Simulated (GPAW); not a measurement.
# Ballistic transport through a Ge chain with one Se atom in line, cheap and dear, part 2 of 2

Aim: T(E), conductance and thermopower of a Ge chain with one Se atom in line, and what cheaper settings cost in accuracy.

GPAW 26.7.0; GPAW LCAO, PAW setups; Landauer transmission from Green's functions with principal layers (ASE), zero bias.

So far, transmission at the Fermi level (one spin): step 2 (GPAW, dzp, PBE, GPAW) 2.56; step 3 (basis szp(dzp), PBE, GPAW) 2.57; step 4 (basis sz(dzp), PBE, GPAW) 2.58; step 5 (RPBE) 2.55.

### 9. Density threshold 0.001: conv = 0.001

The Hamiltonian is taken from the last density. The density threshold is one of the tests that end the cycle; the energy must settle too, so a loose value may not be the test that decides.

run.py reads:

```python
import json
import numpy as np
from ase import Atoms
from ase.transport.calculators import TransportCalculator
from gpaw import GPAW, FermiDirac
from gpaw.lcao.tools import get_lcao_hamiltonian
from scipy.linalg import eigh

# The junction with lead layers at both ends, along the third cell vector
device = Atoms(
    ['Ge', 'Ge', 'Ge', 'Ge', 'Ge', 'Se', 'Ge', 'Ge', 'Ge', 'Ge', 'Ge'],
    positions=[
        [4.50000, 4.50000, 1.17500],
        [4.50000, 4.50000, 3.52500],
        [4.50000, 4.50000, 5.87500],
        [4.50000, 4.50000, 8.22500],
        [4.50000, 4.50000, 10.57500],
        [4.50000, 4.50000, 12.85140],
        [4.50000, 4.50000, 15.12780],
        [4.50000, 4.50000, 17.47780],
        [4.50000, 4.50000, 19.82780],
        [4.50000, 4.50000, 22.17780],
        [4.50000, 4.50000, 24.52780]],
    cell=[[9.0, 0.0, 0.0], [0.0, 9.0, 0.0], [0.0, 0.0, 25.7028]],
    pbc=True)

# One principal layer of the lead: the first 3 atoms of the device
lead = Atoms(
    ['Ge', 'Ge', 'Ge'],
    positions=[
        [4.50000, 4.50000, 1.17500],
        [4.50000, 4.50000, 3.52500],
        [4.50000, 4.50000, 5.87500]],
    cell=[[9.0, 0.0, 0.0], [0.0, 9.0, 0.0], [0.0, 0.0, 7.05]],
    pbc=True)

settings = dict(mode='lcao', basis='dzp', xc='PBE', h=0.2,
                occupations=FermiDirac(0.1), maxiter=250,
                mixer=dict(beta=0.1, nmaxold=8, weight=100.0),
                convergence=dict(density=0.001))
energies = np.arange(-3, 3 + 1e-9, 0.075)
eta = 0.0001
n1, n2 = 1, 1
# k and -k transmit alike, so half of the mesh across the current serves
mesh = [(i, j) for i in range(n1) for j in range(n2) if (i, j) <= (-i % n1, -j % n2)]
weights = np.array([1 if (i, j) == (-i % n1, -j % n2) else 2 for i, j in mesh]) / (n1 * n2)

# [... helper functions left out ...]
fermi_lead = ground_state(lead, (1, 1, 16), 'lead.txt')
fermi_device = ground_state(device, (1, 1, 3), 'device.txt')
# [... loop over the mesh left out, but for ...]
        # Shift the lead onto the potential of the device's first layer
        shift = ((H[:, 0, 0] - H0[:, 0, 0]) / S0[0, 0]).real.mean()
# [...]
kT = 8.617333e-5 * 77
bias = [0.1, 0.2, 0.5, 1.0, 1.5, 2.0]
# [... integrals and printing left out ...]
```

Started as:

```console
OMP_NUM_THREADS=1 OPENBLAS_NUM_THREADS=1 python run.py
```

The job ended after 38 s (1 thread of Arm Neoverse N1, shared host; peak memory 0.83 GiB).

Numbers from this step:

| Property | Result |
| --- | --- |
| conductance | 2.559 G₀ |
| largest coupling past the next principal layer | 9.77e-6 eV |
| largest misfit of the first principal layer | 0.04840 eV |
| shift that aligns the lead | 0.04826 eV |
| transmission at the Fermi level (one spin) | 2.559 |

One spin. Table of transmission, zone mean by energy, zero at the Fermi level:

energy (eV), transmission, zone mean and a bar:
```
    -3.00       0.00 
    -2.77       0.93 ###########
    -2.55       1.00 ############
    -2.40       1.00 ############
    -2.17       1.00 ############
    -1.95       0.99 ############
    -1.73       0.99 ############
    -1.57       0.99 ###########
    -1.35       0.98 ###########
    -1.12       0.98 ###########
    -0.90       1.52 ##################
    -0.75       1.81 #####################
    -0.53       2.20 ##########################
    -0.30       2.43 ############################
    -0.07       2.54 ##############################
     0.00       2.56 ##############################
     0.07       2.57 ##############################
     0.15       2.57 ##############################
     0.30       2.57 ##############################
     0.53       2.52 #############################
     0.75       2.45 #############################
     0.90       2.41 ############################
     1.12       2.36 ############################
     1.35       2.34 ###########################
     1.57       2.34 ###########################
     1.73       2.34 ###########################
     1.95       2.34 ###########################
     2.17       2.33 ###########################
     2.40       2.30 ###########################
     2.55       2.27 ##########################
     2.77       2.23 ##########################
     3.00       2.18 #########################
```

Crossings of the lead's bands, unfolded to its shortest repeat. Open channels, zone mean against energy, zero at the Fermi level:

energy (eV), open channels, zone mean and a bar:
```
    -3.00       0.00 
    -2.77       1.00 ##########
    -2.55       1.00 ##########
    -2.40       1.00 ##########
    -2.17       1.00 ##########
    -1.95       1.00 ##########
    -1.73       1.00 ##########
    -1.57       1.00 ##########
    -1.35       1.00 ##########
    -1.12       1.00 ##########
    -0.90       3.00 ##############################
    -0.75       3.00 ##############################
    -0.53       3.00 ##############################
    -0.30       3.00 ##############################
    -0.07       3.00 ##############################
     0.00       3.00 ##############################
     0.07       3.00 ##############################
     0.30       3.00 ##############################
     0.53       3.00 ##############################
     0.75       3.00 ##############################
     0.90       3.00 ##############################
     1.12       3.00 ##############################
     1.35       3.00 ##############################
     1.57       3.00 ##############################
     1.73       3.00 ##############################
     1.95       3.00 ##############################
     2.17       3.00 ##############################
     2.40       3.00 ##############################
     2.55       3.00 ##############################
     2.77       3.00 ##############################
     3.00       3.00 ##############################
```

Not self-consistent under bias; the bias window is split evenly. The current through one cell, from the zero-bias transmission by bias:

| bias (V) | current through one cell, from the zero-bias transmission (μA) |
| --- | --- |
| 0.100 | 19.8 |
| 0.200 | 39.6 |
| 0.500 | 98.6 |
| 1.000 | 194 |
| 1.500 | 281 |
| 2.000 | 358 |

The transmission of the three most open eigenchannels by energy, zero at the Fermi level:

| energy (eV) | channel 1 | channel 2 = channel 3 |
| --- | --- | --- |
| -3.0000 | 3.5e-4 | 0 |
| -2.7750 | 0.933 | 0 |
| -2.4750 | 0.999 | 0 |
| -2.2500 | 0.998 | 0 |
| -2.0250 | 0.994 | 0 |
| -1.7250 | 0.988 | 0 |
| -1.5000 | 0.984 | 0 |
| -1.2750 | 0.982 | 0 |
| -0.9750 | 0.978 | 0.200 |
| -0.7500 | 0.976 | 0.417 |
| -0.5250 | 0.974 | 0.614 |
| -0.2250 | 0.970 | 0.754 |
| 0.0000 | 0.968 | 0.796 |
| 0.2250 | 0.966 | 0.803 |
| 0.5250 | 0.963 | 0.777 |
| 0.7500 | 0.961 | 0.744 |
| 0.9750 | 0.960 | 0.716 |
| 1.2750 | 0.958 | 0.695 |
| 1.5000 | 0.957 | 0.692 |
| 1.7250 | 0.956 | 0.694 |
| 2.0250 | 0.955 | 0.691 |
| 2.2500 | 0.954 | 0.682 |
| 2.4750 | 0.953 | 0.666 |
| 2.7750 | 0.951 | 0.638 |
| 3.0000 | 0.950 | 0.616 |

The conductance equals that of the dzp run to 0.2 %.

### 10. What came out

```yaml
conductance: 2.56 G₀
transmission_at_the_fermi_level_mean_of_the_spins: 2.56
thermopower: about 0 (under 1.5 μV/K)
open_channels_of_the_lead_there: 3
```

**Reading.** In the dzp basis the junction conducts 2.56 G₀ at 77 K, with T = 2.56 a spin at the Fermi level; the sz basis reaches that conductance within 10 %. The scatterer reflects about 15 % of the incoming channels at the Fermi level. At the Fermi level the three most open eigenchannels pass 0.97, 0.80 and 0.80. Measured against the first run (dzp), the nearest curve is that of dzp-RPBE (r.m.s. 0.058) and the farthest that of sz (0.16). Over the compared runs wall time goes from 29 s (sz) to 48 s (dzp-RPBE), on a shared host. The geometry was built from estimated bond lengths and not relaxed, so the numbers describe this model structure. An evenly spaced straight chain is an idealisation: free chains tend to dimerise, zigzag or, where a band edge lies near the Fermi level, turn magnetic. The currents use the zero-bias T(E) throughout, which holds only while the bias is small against the distance to the nearest feature. The energy step is wider than the thermal energy, so the conductance and thermopower rest on interpolation of T(E).

[Logs are printed without paths, hosts, clocks, repeated set-up lines and the standing remarks that a program may print on its own settings, such as how far it seeks lower states.]

[Hosts, paths, dates, database ids (printed as entryN), source tags and the programs' standing remarks are cut or masked in the printed files.]
